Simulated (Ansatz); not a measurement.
## 1T-PbF2 monolayer in a perpendicular field

Wanted: the out-of-plane response of the 1T-PbF2 monolayer. A positive field points along +c.

Program: Ansatz 0.2.0. Level of theory: plane-wave DFT, PBE-D3(BJ), Ansatz PAW, in the first sound run; inputs show where later runs differ. Results are calculated unless marked as measured.

## Step 1: Starting point

The cell holds 3 atoms: 2 F and 1 Pb. Cell: a = 2.749 Å, b = 2.749 Å, c = 20.357 Å, α = 90.0°, β = 90.0°, γ = 120.0°. Vacuum lies along c.

## Step 2: Relaxation

The starting cell is a guess, so the in-plane lattice and the atoms are relaxed first, with the slab cut off from its images along the normal. The program lengthens the vector along the normal by itself, so c and the volume that it reports differ from the typed ones.

The input, input.yaml:

```yaml
crystal:
  lattice:
    - [2.749142, 0.0, 0.0]
    - [-1.374571, 2.3808268106, 0.0]
    - [0.0, 0.0, 20.3573446259]
  atoms:
    - { symbol: F, position: [0.6666666667, 0.3333333333, 0.4421008813] }
    - { symbol: Pb, position: [0.0, 0.0, 0.5] }
    - { symbol: F, position: [0.3333333333, 0.6666666667, 0.5578991187] }
  periodic: [true, true, false]
kpoints:
  mp_grid: { grid: [12, 12, 1] }
hamiltonian:
  xc: pbe
  dispersion: d3bj
scf:
  occupations: { method: fermi_dirac, width: 0.05 }
  convergence: { dr2_threshold: 1.0e-09 }
relax:
  f_tol: 0.004
  max_steps: 90
  cell: {}
output:
  write_potential: true
  write_density: true
  volumetric_format: npy
```

The run is started by

```bash
ansatz run input.yaml --threads 2 --pin off --max-ram 3072MiB --backend cpu --events-out ev --progress --plain --runs-dir out
```

Numbers of over 12 decimals in the logs are rounded to 6 here.

Output:

```text
Warning: crystal.periodic: the lattice vector that does not repeat stood 0.000° off the slab's normal, 20.357 Å along it as the deck builds it. The run solves the slab on a vector along the normal, 28.515 Å long, with every atom where it was (on the deck's vector they left 18.00 Å outside them, and the widest stretch free of ions among them is 1.18 Å). A fractional position that the run reports is one of the run's ce [...]
Warning: relax.cell: scf.convergence.dr2_threshold = 1e-9 eV is looser than the 1.96458551447e-10 eV advised for a relaxation that steers and ends on the stress (1e-10 eV for each atom of the cell: 3, times the square of relax.cell.stress_2d_tol = 0.05 N/m over 12.4 Å (the atoms' height at the walk's start and 5 Å past either face), 4.046e-2 GPa, over a crystal's default 0.05). What an SCF threshold leaves in a stress goes as its square root, and in the free energy as the threshold itself, and one threshold admits the most on a small cell: [figures from the program's tests cut] Set scf.convergence.dr2_threshold to 1.96458551447e-10 eV or tighter. [rest of the remark cut]
crystal.periodic: the lattice vector that does not repeat stood 0.000° off the slab's normal, 20.357 Å along it as the deck builds it. The run solves the slab on a vector along the normal, 28.515 Å long, with every atom where it was (on the deck's vector they left 18.00 Å outside them, and the widest stretch free of ions among them is 1.18 Å). A fractional position that the run reports is one of the run's cell, which [...]
Engine: ansatz 0.2.0, aarch64-unknown-linux-gnu
Pseudopotentials: kind: paw
Pseudopotential: F, paw, valence charge 7, recommended cutoff 420 eV (normal), F.paw.azcp
Pseudopotential: Pb, paw, valence charge 14, recommended cutoff 420 eV (normal), Pb.paw.azcp
Functional definition: PBE
  parameter kappa = 0.804
  parameter beta = 0.066725
  exchange = pbe_x(kappa = kappa, mu = beta*pi^2/3)
  correlation = pbe_c(beta = beta)
Crystal: 3 atoms, lattice volume = 186.635 Å³
Basis set: ecut = 420 eV, 3665 PW (Γ), exchange–correlation on 40×40×384 points (8 copies of the dense FFT grid, shifted against one another)
Bands: 18, of which v1, the nominal top of the filled ones, is band 14 counted from 1 (13 counted from 0)
Symmetry: 12 space group operations
Space group: P-3m1 (ITA 164), of the structure as read, at distance tolerance 5.7e-5 Å
k-points: 19 of 144
Non-local potential: F, projectors of the file, l = 0: 2, l = 1: 2, l = 2: 1
Non-local potential: Pb, projectors of the file, l = 0: 2, l = 1: 2, l = 2: 2, l = 3: 2
PAW form: soft (Blöchl's): semilocal exchange-correlation on the pseudo side does not see the compensation charge
PAW one-centre angular grid: F, 110 points (default); XC on 64 Gauss nodes
PAW one-centre angular grid: Pb, 590 points (default); XC on 64 Gauss nodes
Initial density: superposition of atomic densities (neutral atoms: chi_scale 0, normalization atom), corrected by the library's trained network
Initial wavefunctions: pseudopotential atomic-orbital guess
Functional: x = pbe(κ = 0.804, μ = 0.219515), c = pbe(β = 0.066725)
SCF iter   1: F=—  HF=-13512.670582 eV  |F-HF|=—  |Δ(HF+E_count)|=         —  Δρ=1.13e-2  dr2=1.39e-1  ethr=1.77e-3  ⟨swp⟩=16.4  Hψ=4135  notcnv=0
preconditioner: auto → LDOS  [metal: Δε(μ)=0.111 eV  Ē_g=20.331 eV  σ=0.050 eV  W_gap=0.47  n_scr=18 (ndim 8)  ℏωp=14.4 eV  f_vac=0.816  D(μ)=0.32/eV (n_scr^D=4)  β→1.0]
SCF iter   2: F=—  HF=-13512.666965 eV  |F-HF|=—  |Δ(HF+E_count)|=   3.62e-3  Δρ=8.87e-3  dr2=7.71e-2  ethr=4.97e-4  ⟨swp⟩=5.4  Hψ=1240  notcnv=0
SCF iter   3: F=—  HF=-13512.640216 eV  |F-HF|=—  |Δ(HF+E_count)|=   2.67e-2  Δρ=5.64e-4  dr2=5.08e-4  ethr=2.75e-4  ⟨swp⟩=4.8  Hψ=1213  notcnv=0
SCF iter   4: F=—  HF=-13512.640284 eV  |F-HF|=—  |Δ(HF+E_count)|=   6.85e-5  Δρ=3.19e-4  dr2=1.08e-4  ethr=1.81e-6  ⟨swp⟩=4.7  Hψ=1218  notcnv=0
SCF iter   5: F=—  HF=-13512.640258 eV  |F-HF|=—  |Δ(HF+E_count)|=   2.64e-5  Δρ=8.38e-5  dr2=5.68e-6  ethr=3.85e-7  ⟨swp⟩=3.8  Hψ=842  notcnv=0
SCF iter   6: F=—  HF=-13512.640111 eV  |F-HF|=—  |Δ(HF+E_count)|=   1.47e-4  Δρ=4.34e-5  dr2=1.45e-6  ethr=2.03e-8  ⟨swp⟩=4.3  Hψ=1047  notcnv=0
SCF iter   7: F=—  HF=-13512.640186 eV  |F-HF|=—  |Δ(HF+E_count)|=   7.55e-5  Δρ=1.67e-5  dr2=2.14e-7  ethr=5.17e-9  ⟨swp⟩=3.5  Hψ=687  notcnv=0
SCF iter   8: F=-13512.640186 eV  HF=-13512.640186 eV  |F-HF|=6.00e-10  |Δ(HF+E_count)|=   2.64e-8  Δρ=9.11e-7  dr2=9.96e-10  ethr=3.57e-12  ⟨swp⟩=15.1  Hψ=4281  notcnv=0
SCF 1 converged in 8 iterations: F = -13512.640186 eV  dr2 = 9.96e-10
  greatest PAW one-centre occupation: 0.994 electrons in one spin orbital (limit 2), on the Pb atom at site 1 (counted from 0), in its partial waves of l = 2
relax step   1: F+E_penalty+E_count = -13512.64018617 eV  Δ(F+E_penalty+E_count) = +0.000e0 eV  max|allowed force component| = 1.522e1 eV/Å  Δτ_max = 0.0000 Å  P = +102.953 N/m  Ω = 186.635 Å³  fix = [c, alpha, beta]  reactions: c +0.000 N/m  (8 SCF iters, accepted)
Crystal: 3 atoms, lattice volume = 194.331 Å³
Basis set: ecut = 420 eV, 3851 PW (Γ), exchange–correlation on 40×40×384 points (8 copies of the dense FFT grid, shifted against one another)
Initial density: handed on by an earlier stage of this run
Initial wavefunctions: those handed on with the density
iter 1 solved again at ethr=2.01e-3 eV; its pass at ethr=3.10e-3 eV (dr2=5.64e-1 eV) is discarded
SCF iter   1: F=—  HF=-13518.426395 eV  |F-HF|=—  |Δ(HF+E_count)|=         —  Δρ=1.59e-2  dr2=5.66e-1  ethr=2.01e-3  ⟨swp⟩=1.3  Hψ=3465  notcnv=0
preconditioner: auto → none  [insulator: Δε(μ)=0.446 eV  Ē_g=19.095 eV  σ=0.050 eV  W_gap=0.98  n_scr=16 (ndim 8)  ℏωp=14.1 eV  f_vac=0.807  D(μ)=0.02/eV (n_scr^D=0)  ε∞_Penn≈1.5]
SCF iter   2: F=—  HF=-13518.206966 eV  |F-HF|=—  |Δ(HF+E_count)|=   2.19e-1  Δρ=5.84e-3  dr2=4.19e-2  ethr=2.01e-3  ⟨swp⟩=5.5  Hψ=1160  notcnv=0
preconditioner: auto → LDOS  [insulator: Δε(μ)=0.262 eV  Ē_g=19.670 eV  σ=0.050 eV  W_gap=0.86  n_scr=16 (ndim 8)  ℏωp=14.1 eV  f_vac=0.806  D(μ)=0.09/eV (n_scr^D=2)  ε∞_Penn≈1.5  β→1.0]
SCF iter   3: F=—  HF=-13518.199586 eV  |F-HF|=—  |Δ(HF+E_count)|=   7.38e-3  Δρ=2.49e-3  dr2=5.71e-3  ethr=1.50e-4  ⟨swp⟩=4.2  Hψ=1079  notcnv=0
SCF iter   4: F=—  HF=-13518.198016 eV  |F-HF|=—  |Δ(HF+E_count)|=   1.57e-3  Δρ=7.26e-4  dr2=5.06e-4  ethr=2.04e-5  ⟨swp⟩=3.5  Hψ=880  notcnv=0
SCF iter   5: F=—  HF=-13518.197949 eV  |F-HF|=—  |Δ(HF+E_count)|=   6.70e-5  Δρ=1.82e-4  dr2=2.80e-5  ethr=1.81e-6  ⟨swp⟩=3.6  Hψ=777  notcnv=0
[...]
relax step  16: F+E_penalty+E_count = -13524.45392091 eV  Δ(F+E_penalty+E_count) = -1.050e-1 eV  max|allowed force component| = 2.034e-2 eV/Å  Δτ_max = 0.0859 Å  P = +1.458 N/m  Ω = 361.999 Å³  energy of the carried Pulay correction = -1.379e-2 eV  fix = [c, alpha, beta]  reactions: c +0.000 N/m  (9 SCF iters, accepted)
relax step  17: F+E_penalty+E_count = -13524.46118577 eV  Δ(F+E_penalty+E_count) = -7.265e-3 eV  max|allowed force component| = 7.963e-2 eV/Å  Δτ_max = 0.1228 Å  P = -0.128 N/m  Ω = 386.622 Å³  energy of the carried Pulay correction = -3.724e-2 eV  fix = [c, alpha, beta]  reactions: c -0.000 N/m  (9 SCF iters, accepted)
relax step  18: F+E_penalty+E_count = -13524.47042156 eV  Δ(F+E_penalty+E_count) = -9.236e-3 eV  max|allowed force component| = 1.497e-2 eV/Å  Δτ_max = 0.0391 Å  P = +0.116 N/m  Ω = 381.073 Å³  energy of the carried Pulay correction = -3.178e-2 eV  fix = [c, alpha, beta]  reactions: c +0.000 N/m  (8 SCF iters, accepted)
relax step  19: F+E_penalty+E_count = -13524.46950735 eV  Δ(F+E_penalty+E_count) = +9.142e-4 eV  max|allowed force component| = 6.935e-3 eV/Å  Δτ_max = 0.0018 Å  P = -0.048 N/m  Ω = 382.083 Å³  energy of the carried Pulay correction = -3.278e-2 eV  fix = [c, alpha, beta]  reactions: c -0.000 N/m  (6 SCF iters, accepted)
relax step  20: F+E_penalty+E_count = -13524.46976866 eV  Δ(F+E_penalty+E_count) = -2.613e-4 eV  max|allowed force component| = 3.648e-5 eV/Å  Δτ_max = 0.0009 Å  P = -0.002 N/m  Ω = 381.839 Å³  energy of the carried Pulay correction = -3.254e-2 eV  fix = [c, alpha, beta]  reactions: c -0.000 N/m  (5 SCF iters, accepted)
relax step  21: F+E_penalty+E_count = -13524.51507511 eV  Δ(F+E_penalty+E_count) = -4.531e-2 eV  max|allowed force component| = 2.750e-3 eV/Å  Δτ_max = 0.0000 Å  P = +0.423 N/m  Ω = 381.839 Å³  fix = [c, alpha, beta]  reactions: c +0.000 N/m  stress off target by 4.23e-1 N/m on what of the cell is left free  SCF on the basis re-selected at this cell (its energy is not comparable with the rows above)  (6 SCF iters)
relax step  22: F+E_penalty+E_count = -13524.51580547 eV  Δ(F+E_penalty+E_count) = -7.304e-4 eV  max|allowed force component| = 1.668e-3 eV/Å  Δτ_max = 0.0186 Å  P = +0.111 N/m  Ω = 386.780 Å³  energy of the carried Pulay correction = -2.069e-3 eV  fix = [c, alpha, beta]  reactions: c +0.000 N/m  (7 SCF iters, accepted)
relax step  23: F+E_penalty+E_count = -13524.51523003 eV  Δ(F+E_penalty+E_count) = +5.754e-4 eV  max|allowed force component| = 1.479e-4 eV/Å  Δτ_max = 0.0061 Å  P = +0.000 N/m  Ω = 388.490 Å³  energy of the carried Pulay correction = -2.841e-3 eV  fix = [c, alpha, beta]  reactions: c +0.000 N/m  (7 SCF iters, accepted)
iter 1 solved again at ethr=2.94e-8 eV; its pass at ethr=3.10e-3 eV (dr2=8.23e-6 eV) is discarded
SCF iter   1: F=—  HF=-13524.517937 eV  |F-HF|=—  |Δ(HF+E_count)|=         —  Δρ=6.89e-5  dr2=2.65e-6  ethr=2.94e-8  ⟨swp⟩=6.1  Hψ=4044  notcnv=0
preconditioner: auto → none  [insulator: Δε(μ)=3.454 eV  Ē_g=16.074 eV  σ=0.050 eV  W_gap=1.00  n_scr=14 (ndim 8)  ℏωp=10.0 eV  f_vac=0.832  D(μ)=0.00/eV (n_scr^D=0)  ε∞_Penn≈1.4]
SCF iter   2: F=—  HF=-13524.518126 eV  |F-HF|=—  |Δ(HF+E_count)|=   1.88e-4  Δρ=3.10e-5  dr2=1.33e-6  ethr=9.45e-9  ⟨swp⟩=2.3  Hψ=627  notcnv=0
SCF iter   3: F=—  HF=-13524.518182 eV  |F-HF|=—  |Δ(HF+E_count)|=   5.67e-5  Δρ=1.95e-5  dr2=3.70e-7  ethr=4.74e-9  ⟨swp⟩=3.2  Hψ=612  notcnv=0
SCF iter   4: F=—  HF=-13524.518216 eV  |F-HF|=—  |Δ(HF+E_count)|=   3.35e-5  Δρ=1.55e-6  dr2=2.37e-9  ethr=1.32e-9  ⟨swp⟩=2.7  Hψ=644  notcnv=0
iter 5 met the thresholds in force, and the SCF goes on: an eigenvalue changes by 7.03 meV, over its tolerance of 1.02 meV (output.eigenvalues, Limitations)
SCF iter   5: F=-13524.518217 eV  HF=-13524.518217 eV  |F-HF|=3.59e-8  |Δ(HF+E_count)|=   1.18e-6  Δρ=3.01e-7  dr2=1.19e-10  ethr=3.57e-12  ⟨swp⟩=18.2  Hψ=3231  notcnv=0
SCF iter   6: F=-13524.518217 eV  HF=-13524.518217 eV  |F-HF|=1.71e-9  |Δ(HF+E_count)|=   3.41e-8  Δρ=4.13e-8  dr2=7.19e-12  ethr=1.00e-12  ⟨swp⟩=6.8  Hψ=2181  notcnv=0
SCF 24 converged in 6 iterations: F = -13524.518217 eV  dr2 = 7.19e-12
relax step  24: F+E_penalty+E_count = -13524.51821712 eV  Δ(F+E_penalty+E_count) = -2.987e-3 eV  max|allowed force component| = 4.080e-4 eV/Å  Δτ_max = 0.0000 Å  P = +0.022 N/m  Ω = 388.490 Å³  fix = [c, alpha, beta]  reactions: c +0.000 N/m  stress off target by 2.17e-2 N/m on what of the cell is left free  SCF on the basis re-selected at this cell (its energy is not comparable with the rows above)  (6 SCF iters)
basis re-selected at this cell: Δ(F+E_penalty+E_count) = -2.987e-3 eV, ΔP = +0.022 N/m vs the last step (what re-selecting the basis moved, of the pressure what is left beyond the Pulay correction that the steps carried, after the strain that the cell walked since its last selection, with what the two solves' SCF thresholds leave and, on support functions, any second-order correction that the steps lacked; it is no m [...]
WARN: The output density's exchange-correlation potential varies sharply where the density is thin. Do not read a vacuum level from v_tot or v_xc, or from such a field of the output density. On a cell that repeats whose density bears no net charge and no dipole along the vacuum's axis use v_es (v_loc + v_h of the components); under efield.dipole_correction with no amplitude use v_es + v_field, which holds any externa [...]
SCF converged after 6 iterations
an eigenvalue changed by more than its tolerance at an iteration that met the thresholds in force, so the SCF went on 1 time: the last check found none over its tolerance
Free energy (F): -13524.518217 eV
Harris-Foulkes:  -13524.518217 eV  (|F-HF|=1.71e-9)
Internal energy: -13524.518217 eV  (E = F + TS)
E sigma→0 (E₀):  -13524.518217 eV
Fermi energy:    -5.225994 eV
--- Per-component energies (eV) ---
  E_band       = -463.714076
  E_kinetic    = 697.230205
  E_local      = -34329.395106  (includes V_loc(G=0)·N_el)
  E_nonlocal   = 496.987145
  E_hartree    = 16733.887862
  E_xc         = -381.027930
  E_vxc        = -337.298640  (∫ρ·V_xc dr)
  E_paw        = -10801.981182  (= ΣΔE_a)
  E_vpaw       = -459.017721  (= ΣTr[D̂ρ^β])
  E_aug_tail   = 0.004108  (compensation charges beyond the density's cutoff)
  E_ewald      = 14059.998473
  E_disp       = -0.221793  (pairwise vdW)
  E_smearing   = -0.000000  (= −TS)
  E_closure    = 0.000000  (closes the sum)
  Σ components = -13524.518217   (vs F -13524.518217, Δ=0.00e0)
--- Forces (eV/Å), atoms counted from 1 ---
  atom   1  F      0.00000000     0.00000000    -0.00040798
  atom   2  Pb     0.00000000    -0.00000000     0.00000000
  atom   3  F      0.00000000    -0.00000000     0.00040798
  max |Σ_I F_I| component: 1.39e-17 eV/Å
--- 2D stress c σ (N/m, compression-positive) ---
        0.021732       0.000000       0.000000
        0.000000       0.021732      -0.000000
        0.000000      -0.000000       0.000000
  P = ½ c Tr σ = 0.0217 N/m
--- Band table (eV; the first three rows and the last of 19) ---
  k-point 0: bands = [... 10 lower, -9.1861, -9.1861, -8.8555, -8.3867, -3.5412, -0.4113 (-0.4130°), -0.0146, 0.4462]
  k-point 1: bands = [... 10 lower, -9.1692, -9.1222, -8.8243, -8.2975, -3.4384, -0.4297 (-0.4304°), 0.0724, 0.2823]
  k-point 2: bands = [... 10 lower, -9.1378, -9.0395, -8.7807, -8.0586, -3.1601, -0.7287 (-0.7287°), 0.2201, 0.3314]
  k-point 18: bands = [... 10 lower, -9.5426, -8.7330, -8.7330, -6.9947, -1.4934, -0.8696, -0.8696, 2.9840]
  ° read free of the cell's end (the report's vacuum.weakly_bound_levels)
--- Relaxed structure (20 steps of the walk, 20 accepted, 4 SCFs on fresh bases) ---
  F+E_penalty+E_count = -13524.51821712 eV   max|allowed force component| = 4.080e-4 eV/Å   (the final SCF, on the basis selected at the relaxed cell)
  cell:  # Å, volume = 388.4897 Å³
    - [3.966342, 0, 0]
    - [-1.983171, 3.434953, 0]
    - [0, 0, 28.514689]
  atoms:
    - { symbol: F, position: [0.666667, 0.333333, 0.321648] }
    - { symbol: Pb, position: [0, 0, 0.356962] }
    - { symbol: F, position: [0.333333, 0.666667, 0.392276] }
```

Run time: 71 s. Hardware: 2 threads of Arm Neoverse V2, shared host; peak memory 0.59 GiB.

Step by step (22 of 24):

| step | energy less that of the first step (eV) | largest force component (eV/Å) | volume (Å³) |
| --- | --- | --- | --- |
| 1 | 0.0000 | 15.2216 | 186.64 |
| 2 | -5.5578 | 7.4376 | 194.33 |
| 3 | -8.4272 | 2.9215 | 213.30 |
| 4 | -9.5302 | 1.1300 | 233.17 |
| 5 | -9.9685 | 0.2743 | 254.33 |
| 6 | -10.0072 | 0.0260 | 264.79 |
| 8 | -10.0085 | 0.0001 | 263.59 |
| 9* | -10.6618 | 0.0270 | 263.59 |
| 10 | -11.0745 | 0.0185 | 286.23 |
| 11 | -11.3403 | 0.1184 | 309.34 |
| 12 | -11.4508 | 0.1182 | 333.21 |
| 13 | -11.4521 | 0.0228 | 339.50 |
| 14 | -11.4527 | 0.0009 | 339.10 |
| 15* | -11.7088 | 0.0099 | 339.10 |
| 16 | -11.8137 | 0.0203 | 362.00 |
| 17 | -11.8210 | 0.0796 | 386.62 |
| 19 | -11.8293 | 0.0069 | 382.08 |
| 20 | -11.8296 | 0.0000 | 381.84 |
| 21* | -11.8749 | 0.0027 | 381.84 |
| 22 | -11.8756 | 0.0017 | 386.78 |
| 23 | -11.8750 | 0.0001 | 388.49 |
| 24* | -11.8780 | 0.0004 | 388.49 |

Relaxation steps marked * repeat the geometry before them on a plane-wave basis chosen anew for their cell, so energy and pressure can jump there. Other such steps can lie between the rows shown.

The run keeps the 12 symmetry operations that it works with, so distortions that break them were not tested.

```
cell as run  before  after   change
      a (Å)   2.749  3.966  +44.3 %
      b (Å)   2.749  3.966  +44.3 %
```

The atoms that moved most (Å, along periodic axes as changes of fractional coordinates times the final cell, across vacuum about the mean position):

```
atom     dx     dy      dz  length
  F1  0.000  0.000   0.172   0.172
  F3  0.000  0.000  -0.172   0.172
```

Final coordinates:

```xyz
3
Lattice="3.9663 0.0000 0.0000 -1.9832 3.4350 0.0000 0.0000 0.0000 28.5147" Properties=species:S:1:pos:R:3
F     1.9832    1.1450    9.1717
Pb    0.0000    0.0000   10.1787
F     0.0000    2.2900   11.1856
```

Numbers from this step:

```yaml
gap_on_the_k_mesh: 3.454 eV
```

The lattice constant a goes from 2.749 to 3.966 Å.

(Continued in part 2 of 3.)

[Logs are printed without paths, hosts, clocks, repeated set-up lines and the standing remarks that a program may print on its own settings, such as how far it seeks lower states.]

[Hosts, paths, dates, database ids (printed as entryN), source tags and the programs' standing remarks are cut or masked in the printed files.]

[Maps of the electrostatic potential energy from Ansatz leave out the sawtooth potential of an applied field or a dipole correction, so their vacuum need not be flat; planar profiles and work functions include it.]
